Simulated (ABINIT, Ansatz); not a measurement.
# How the form of the self-energy moves the gap of BaSrSn2O6 (P4/mmm)

Wanted: the gap of BaSrSn2O6 (P4/mmm) under several approximations, with cost.

Calculated with ABINIT 10.8.3; LDA and many-body steps on it, plane waves.

### Step 1. The starting structure

It takes space group P4/mmm (No. 123, tetragonal). Conventional cell: a = 4.146 Å, b = 4.146 Å, c = 8.295 Å, α = 90.00°, β = 90.00°, γ = 90.00°. Nearest to Ba lie 12 O at 2.93 to 2.97 Å. Sr has 12 O at 2.89 to 2.93 Å nearest. Sn has 6 O at 2.05 to 2.10 Å nearest. O has 2 Sn at 2.10 Å and 4 Ba at 2.93 Å nearest. Nearest to O lie 2 Sn at 2.05 Å and 4 Sr at 2.93 Å. Nearest to O lie 2 Sn at 2.07 Å and 2 Sr at 2.89 Å and 2 Ba at 2.97 Å. Farther neighbours and most contacts between anions are not listed.

The cell and positions are those that the Materials Project relaxed with its own functionals (PBE, PBE+U or r2SCAN), kept fixed. Spin-orbit coupling is left out unless a step names it.

### Step 2. Empty states on the mesh, 2×2×1 mesh, 309 bands

This step: ABINIT 10.8.3; DFT, LDA, plane waves, norm-conserving pseudopotentials.

The sums over transitions need many empty states on a uniform mesh; this step solves for them.

run.abi reads:

```
acell 3*1.0 Angstrom
rprim 
  4.146422000000 0.000000000000 0.000000000000
  0.000000000000 4.146422000000 0.000000000000
  0.000000000000 0.000000000000 8.294893000000
ntypat 4
znucl 56 38 50 8
natom 10
typat 1 2 3 3 4 4 4 4 4 4
xred 
  0.500000000000 0.500000000000 0.000000000000
  0.500000000000 0.500000000000 0.500000000000
  0.000000000000 0.000000000000 0.747206000000
  0.000000000000 0.000000000000 0.252794000000
  0.000000000000 0.000000000000 0.000000000000
  0.000000000000 0.000000000000 0.500000000000
  0.000000000000 0.500000000000 0.256664000000
  0.000000000000 0.500000000000 0.743336000000
  0.500000000000 0.000000000000 0.743336000000
  0.500000000000 0.000000000000 0.256664000000
pp_dirpath "pseudos"
pseudos "Ba.upf, Sr.upf, Sn.upf, O.upf"
ecut 42
ngkpt 2 2 1
nshiftk 1
shiftk 0 0 0
kptopt 1
chksymbreak 0
iscf -2
irdden 1
istwfk *1
nband 309
nbdbuf 28
tolwfr 1e-09
nstep 60
prtvol 0
indata_prefix "in"
outdata_prefix "out"
tmpdata_prefix "tmp"
```

Launch:

```sh
$ OMP_NUM_THREADS=1 mpirun -n 4 abinit run.abi > log
```

Numbers of over 12 decimals in the logs are rounded to 6 here.

The log of the run:

```text
.Version 10.8.3 of ABINIT. v10.8.2 released Aug 2026.

 Symmetries : space group P4/m m m (#123); Bravais tP (primitive tetrag.)
[... echo of the input left out ...]
== DATASET  1 ==================================================================
-   mpi_nproc: 4, omp_nthreads: 1 (-1 if OMP is not activated)
-    --> not optimal distribution: autoparal keyword recommended in input file <--

--- !DatasetInfo
iteration_state: {dtset: 1, }
dimensions: {natom: 10, nkpt: 3, mband: 309, nsppol: 1, nspinor: 1, nspden: 1, mpw: 12558, }
cutoff_energies: {ecut:  42.0, pawecutdg:  -1.0, }
[...]
2.96392    2.96392    2.98433    2.98532    2.98532    2.99735    2.99735    3.00337
   3.00832    3.01162    3.01162    3.02619    3.02619    3.03934    3.04919    3.04923
   3.05684    3.06590    3.07449    3.10206    3.11826
 prteigrs : prtvol=0 or 1, do not print more k-points.

== END DATASET(S) ==============================================================
================================================================================

 -outvars: echo values of variables after computation  --------
            nband         309
             nkpt           3
          spgroup         123
 [... the other variables as echoed above ...]

 Calculation completed.
```

Elapsed: 3.2 min, on 4 MPI ranks of Arm Neoverse V2, shared host; peak memory 0.57 GiB; 13 min of CPU time.

This step gave:

```
gap                                                           : 0.5069 eV
k of the valence top                                          : 0.5, 0.5, 0
k of the conduction bottom                                    : 0, 0, 0
least direct gap                                              : 1.174 eV
k points computed                                             : 3
lowest point of the top converged band, above the valence top : 69.9436 eV
```

On this mesh the gap is 0.507 eV.

The density comes from a self-consistent run that is not shown.

### Step 3. Screening, 2×2×1 mesh, 144 bands, screening to 114.3 eV

The RPA dielectric matrix is built and inverted for each q.

This step: RPA screening on LDA, plane waves, norm-conserving pseudopotentials.

Changes to run.abi since step 2:

```diff
@@ -28,10 +28,11 @@
 chksymbreak 0
-iscf -2
-irdden 1
 istwfk *1
-nband 309
-nbdbuf 28
-tolwfr 1e-09
-nstep 60
-prtvol 0
+occopt 1
+irdwfk 1
+optdriver 3
+nband 144
+ecuteps 4.2
+inclvkb 2
+awtr 1
+symchi 1
 indata_prefix "in"
```

The log of the run:

```text
.Version 10.8.3 of ABINIT. v10.8.2 released Aug 2026.

 Symmetries : space group P4/m m m (#123); Bravais tP (primitive tetrag.)
[... echo of the input left out ...]
== DATASET  1 ==================================================================
-   mpi_nproc: 4, omp_nthreads: 1 (-1 if OMP is not activated)

--- !DatasetInfo
iteration_state: {dtset: 1, }
dimensions: {natom: 10, nkpt: 3, mband: 144, nsppol: 1, nspinor: 1, nspden: 1, mpw: 12558, }
cutoff_energies: {ecut:  42.0, pawecutdg:  -1.0, }
electrons: {nelect:   1.00000000E+02, charge:   0.00000000E+00, occopt:   1.00000000E+00, tsmear:   1.00000000E-02, }

 SCREENING: Calculation of the susceptibility and dielectric matrices

 Based on a program developped by R.W. Godby, V. Olevano, G. Onida, and L. Reining.
 Incorporated in ABINIT by V. Olevano, G.-M. Rignanese, and M. Torrent.
.Using double precision arithmetic ; gwpc =  8

[... cell and pseudopotentials left out ...]
--------------------------------------------------------------------------------

 ==== K-mesh for the wavefunctions ====
 Number of points in the irreducible wedge :     3
[... list of points left out ...]
 Together with 16 symmetry operations and time-reversal symmetry
 yields     4 points in the full Brillouin Zone.

 ==== Q-mesh for the screening function ====
 Number of points in the irreducible wedge :     3
[... list of points left out ...]
 Together with 16 symmetry operations and time-reversal symmetry
 yields     4 points in the full Brillouin Zone.

 setmesh: FFT mesh size selected  =    32x   32x   64
          total number of points  =        65536

 vcoul_init : cutoff-mode = AUXILIARY_FUNCTION
 q-points for optical limit:   1
     1)      0.000010    0.000020    0.000030

- screening: taking advantage of time-reversal symmetry
- Maximum band index for partially occupied states nbvw = 50
- Remaining bands to be divided among processors   nbcw = 94
- Number of bands treated by each node ~23

 Number of electrons calculated from density =  100.0000; Expected =  100.0000
 average of density, n =  0.103907
 r_s =    1.3195
 omega_plasma =   31.0941 [eV]

 calculating chi0 at frequencies [eV] :
  1    0.000000E+00    0.000000E+00
  2    0.000000E+00    3.109413E+01

--------------------------------------------------------------------------------
  q-point number  1        q = ( 0.000000, 0.000000, 0.000000) [r.l.u.]
--------------------------------------------------------------------------------
[... chi0 elements left out ...]
 For q-point:  0.000010 0.000020 0.000030
  dielectric constant =  18.0075
  dielectric constant without local fields =  19.4930

  Average fulfillment of the sum rule on Im[epsilon] for q-point    1 :     42.12  [%]
[... wings left out ...]
  q-point number  2        q = ( 0.500000, 0.000000, 0.000000) [r.l.u.]
--------------------------------------------------------------------------------
[... chi0 elements left out ...]
  Average fulfillment of the sum rule on Im[epsilon] for q-point    2 :     44.48  [%]

 [... 1 further q-points ...]
```

Wall time 60 s (4 MPI ranks); peak memory 1.9 GiB; 4 min of CPU time.

This step gave:

```
ε∞ with local fields, on this mesh, along the program's q direction : 18.01
the same without local fields                                       : 19.49
plasma frequency                                                    : 31.09 eV
plane waves in the screening matrix                                 : 395
```

Local fields lower ε∞ by 8 %. On a Γ-centred mesh this coarse the value itself is usually too large, while a short band sum pulls it down.

### Step 4. G0W0, Godby-Needs plasmon pole

The self-energy is evaluated for the states that the input lists, and the levels follow from it, in one-shot runs by the linearised quasiparticle equation.

This step: G0W0 on LDA, plane waves, norm-conserving pseudopotentials.

Changes to run.abi since step 3:

```diff
@@ -31,8 +31,17 @@
 irdwfk 1
-optdriver 3
+optdriver 4
 nband 144
+gwcalctyp 0
+ecutsigx 42
+symsigma 1
+nkptgw 2
+kptgw 
+  0.5000000000 0.5000000000 0.0000000000
+  0.0000000000 0.0000000000 0.0000000000
+bdgw 
+  49 53
+  49 52
 ecuteps 4.2
-inclvkb 2
-awtr 1
-symchi 1
+irdscr 1
+ppmodel 1
 indata_prefix "in"
```

The log of the run:

```text
.Version 10.8.3 of ABINIT. v10.8.2 released Aug 2026.

 Symmetries : space group P4/m m m (#123); Bravais tP (primitive tetrag.)
[... echo of the input left out ...]
== DATASET  1 ==================================================================
-   mpi_nproc: 4, omp_nthreads: 1 (-1 if OMP is not activated)

--- !DatasetInfo
iteration_state: {dtset: 1, }
dimensions: {natom: 10, nkpt: 3, mband: 144, nsppol: 1, nspinor: 1, nspden: 1, mpw: 12558, }
cutoff_energies: {ecut:  42.0, pawecutdg:  -1.0, }
electrons: {nelect:   1.00000000E+02, charge:   0.00000000E+00, occopt:   1.00000000E+00, tsmear:   1.00000000E-02, }

 SIGMA: Calculation of the GW corrections

 Based on a program developped by R.W. Godby, V. Olevano, G. Onida, and L. Reining.
 Incorporated in ABINIT by V. Olevano, G.-M. Rignanese, and M. Torrent.
.Using double precision arithmetic ; gwpc =  8

[... cell and pseudopotentials left out ...]
--------------------------------------------------------------------------------

 ==== K-mesh for the wavefunctions ====
 Number of points in the irreducible wedge :     3
[... list of points left out ...]
 Together with 16 symmetry operations and time-reversal symmetry
 yields     4 points in the full Brillouin Zone.

 ==== Q-mesh for screening function ====
 Number of points in the irreducible wedge :     3
[... list of points left out ...]
 Together with 16 symmetry operations and time-reversal symmetry
 yields     4 points in the full Brillouin Zone.

 vcoul_init : cutoff-mode = AUXILIARY_FUNCTION
 q-points for optical limit:   1
     1)      0.000010    0.000020    0.000030
 setmesh: FFT mesh size selected  =    45x   45x   96
          total number of points  =       194400

 Number of electrons calculated from density =  100.0000; Expected =  100.0000
 average of density, n =  0.103907
 r_s =    1.3195
 omega_plasma =   31.0941 [eV]

 === KS Band Gaps ===
  >>>> For spin  1
   Minimum direct gap =   1.1739 [eV], located at k-point      :   0.0000  0.0000  0.0000
   Fundamental gap    =   0.5069 [eV], Top of valence bands at :   0.5000  0.5000  0.0000
                                       Bottom of conduction at :   0.0000  0.0000  0.0000
 SIGMA fundamental parameters:
 PLASMON POLE MODEL  1
 number of plane-waves for SigmaX                12537
 number of plane-waves for SigmaC and W            395
 number of plane-waves for wavefunctions         12537
 number of bands                                   144
 number of independent spin polarizations            1
 number of spinorial components                      1
 number of k-points in IBZ                           3
 number of q-points in IBZ                           3
 number of symmetry operations                      16
 number of k-points in BZ                            4
 number of q-points in BZ                            4
 number of frequencies for dSigma/dE                 9
 frequency step for dSigma/dE [eV]                0.25
 number of omega for Sigma on real axis              0
 max omega for Sigma on real axis  [eV]           0.00
 zcut for avoiding poles [eV]                     0.10

 EPSILON^-1 parameters (SCR file):
 dimension of the eps^-1 matrix on file            395
 dimension of the eps^-1 matrix used               395
 number of plane-waves for wavefunctions         12537
 number of bands                                   144
 number of q-points in IBZ                           3
 number of frequencies                               2
 number of real frequencies                          1
 number of imag frequencies                          1

 matrix elements of self-energy operator (all in [eV])

 Perturbative Calculation

--- !SelfEnergy_ee
iteration_state: {dtset: 1, }
kpoint     : [   0.500,    0.500,    0.000, ]
spin       : 1
KS_gap     :    5.039
QP_gap     :    6.267
Delta_QP_KS:    1.228
data: !SigmaeeData |
     Band     E0 <VxcDFT>   SigX SigC(E0)      Z dSigC/dE  Sig(E)    E-E0       E
       49   6.197 -19.670 -25.394   5.791   0.763  -0.311 -19.619   0.051   6.248
       50   6.197 -19.670 -25.394   5.791   0.763  -0.311 -19.619   0.051   6.248
       51  11.236 -12.885  -7.392  -3.940   0.824  -0.214 -11.606   1.279  12.514
       52  11.299 -12.538  -7.028  -3.966   0.826  -0.210 -11.262   1.276  12.574
       53  11.299 -12.538  -7.028  -3.966   0.826  -0.210 -11.262   1.276  12.574

--- !SelfEnergy_ee
iteration_state: {dtset: 1, }
kpoint     : [   0.000,    0.000,    0.000, ]
spin       : 1
KS_gap     :    1.174
QP_gap     :    2.652
Delta_QP_KS:    1.478
data: !SigmaeeData |
     Band     E0 <VxcDFT>   SigX SigC(E0)      Z dSigC/dE  Sig(E)    E-E0       E
       49   5.530 -19.260 -24.768   5.557   0.765  -0.308 -19.223   0.037   5.566
       50   5.530 -19.260 -24.768   5.557   0.765  -0.308 -19.223   0.037   5.566
       51   6.704 -17.056 -12.135  -3.061   0.814  -0.228 -15.542   1.514   8.218
       52  10.715 -19.486 -14.199  -3.080   0.793  -0.261 -17.735   1.750  12.465

== END DATASET(S) ==============================================================
================================================================================

 -outvars: echo values of variables after computation  --------
           etotal      0.0000000000E+00
            nband         144
             nkpt           3
          spgroup         123
 [... the other variables as echoed above ...]

 Calculation completed.
```

Elapsed: 12 s, on 4 MPI ranks; peak memory 1.3 GiB; 49 s of CPU time.

Numbers from this step:

| Property | Result |
| --- | --- |
| G0W0 gap on the points computed | 1.970 eV |
| starting gap on the mesh | 0.5069 eV |
| k of the valence top | 0.5, 0.5, 0 |
| k of the conduction bottom | 0, 0, 0 |
| Z at the valence top | 0.763 |
| Z at the conduction bottom | 0.814 |
| least direct G0W0 gap on the computed points | 2.652 eV |

The gap on the mesh goes from 0.51 eV to 1.97 eV, a correction of +1.46 eV.

### Step 5. G0W0, von der Linden-Horsch plasmon pole

Changes to run.abi since step 4:

```diff
@@ -45,3 +45,3 @@
 irdscr 1
-ppmodel 1
+ppmodel 3
 indata_prefix "in"
```

The log of the run:

```text
.Version 10.8.3 of ABINIT. v10.8.2 released Aug 2026.

 Symmetries : space group P4/m m m (#123); Bravais tP (primitive tetrag.)
[... echo of the input left out ...]
== DATASET  1 ==================================================================
-   mpi_nproc: 4, omp_nthreads: 1 (-1 if OMP is not activated)

--- !DatasetInfo
iteration_state: {dtset: 1, }
dimensions: {natom: 10, nkpt: 3, mband: 144, nsppol: 1, nspinor: 1, nspden: 1, mpw: 12558, }
cutoff_energies: {ecut:  42.0, pawecutdg:  -1.0, }
electrons: {nelect:   1.00000000E+02, charge:   0.00000000E+00, occopt:   1.00000000E+00, tsmear:   1.00000000E-02, }

 SIGMA: Calculation of the GW corrections

 Based on a program developped by R.W. Godby, V. Olevano, G. Onida, and L. Reining.
 Incorporated in ABINIT by V. Olevano, G.-M. Rignanese, and M. Torrent.
.Using double precision arithmetic ; gwpc =  8

[... cell and pseudopotentials left out ...]
--------------------------------------------------------------------------------

 ==== K-mesh for the wavefunctions ====
 Number of points in the irreducible wedge :     3
[... list of points left out ...]
 Together with 16 symmetry operations and time-reversal symmetry
 yields     4 points in the full Brillouin Zone.

 ==== Q-mesh for screening function ====
 Number of points in the irreducible wedge :     3
[... list of points left out ...]
 Together with 16 symmetry operations and time-reversal symmetry
 yields     4 points in the full Brillouin Zone.

 vcoul_init : cutoff-mode = AUXILIARY_FUNCTION
 q-points for optical limit:   1
     1)      0.000010    0.000020    0.000030
 setmesh: FFT mesh size selected  =    45x   45x   96
          total number of points  =       194400

 Number of electrons calculated from density =  100.0000; Expected =  100.0000
[...]
number of omega for Sigma on real axis              0
 max omega for Sigma on real axis  [eV]           0.00
 zcut for avoiding poles [eV]                     0.10

 EPSILON^-1 parameters (SCR file):
 dimension of the eps^-1 matrix on file            395
 dimension of the eps^-1 matrix used               395
 number of plane-waves for wavefunctions         12537
 number of bands                                   144
 number of q-points in IBZ                           3
 number of frequencies                               2
 number of real frequencies                          1
 number of imag frequencies                          1

 matrix elements of self-energy operator (all in [eV])

 Perturbative Calculation

--- !SelfEnergy_ee
iteration_state: {dtset: 1, }
kpoint     : [   0.500,    0.500,    0.000, ]
spin       : 1
KS_gap     :    5.039
QP_gap     :    6.246
Delta_QP_KS:    1.207
data: !SigmaeeData |
     Band     E0 <VxcDFT>   SigX SigC(E0)      Z dSigC/dE  Sig(E)    E-E0       E
       49   6.197 -19.670 -25.394   5.746   0.836  -0.197 -19.652   0.018   6.215
       50   6.197 -19.670 -25.394   5.746   0.836  -0.197 -19.652   0.018   6.215
       51  11.236 -12.885  -7.392  -4.098   0.879  -0.138 -11.660   1.225  12.461
[...]
--- !SelfEnergy_ee
iteration_state: {dtset: 1, }
kpoint     : [   0.000,    0.000,    0.000, ]
spin       : 1
KS_gap     :    1.174
QP_gap     :    2.664
Delta_QP_KS:    1.490
data: !SigmaeeData |
     Band     E0 <VxcDFT>   SigX SigC(E0)      Z dSigC/dE  Sig(E)    E-E0       E
[...]
51   6.704 -17.056 -12.135  -3.241   0.871  -0.148 -15.594   1.462   8.166
       52  10.715 -19.486 -14.199  -3.057   0.855  -0.169 -17.579   1.906  12.621

== END DATASET(S) ==============================================================
================================================================================

 -outvars: echo values of variables after computation  --------
           etotal      0.0000000000E+00
            nband         144
             nkpt           3
          spgroup         123
 [... the other variables as echoed above ...]

 Calculation completed.
```

The job ended after 9.1 s (4 MPI ranks; peak memory 1.1 GiB).

This step gave:

```yaml
g0w0_gap_on_the_points_computed: 1.951 eV
starting_gap_on_the_mesh: 0.5069 eV
k_of_the_valence_top: 0.5, 0.5, 0
k_of_the_conduction_bottom: 0, 0, 0
z_at_the_valence_top: 0.836
z_at_the_conduction_bottom: 0.871
least_direct_g0w0_gap_on_the_computed_points: 2.664 eV
```

Against G0W0 in ABINIT (2×2×1 mesh, 144 bands, screening to 114.3 eV, Godby-Needs plasmon pole), the gap moves by −0.019 eV.

(Part 1 of 2 ends here.)

[Paths, hosts, dates, memory and timing lines, banners, echoed tables and standing remarks are left out of the program output.]

[Logs are printed without paths, hosts, clocks, repeated set-up lines and the standing remarks that a program may print on its own settings, such as how far it seeks lower states.]

[Runs of the session that timed out or met a known fault of the program may be left out.]

[Hosts, paths, dates, database ids (printed as entryN), source tags and the programs' standing remarks are cut or masked in the printed files.]

[G0W0 gaps are taken among the corrected bands and points alone; a level outside them can change the order at an edge.]

[Where Ansatz stands beside ABINIT at settings called matched, ABINIT's density can come from a denser mesh and the files from another edition; pairs whose starting gaps differed by over 0.03 eV were left out, so agreement reads better than it is.]
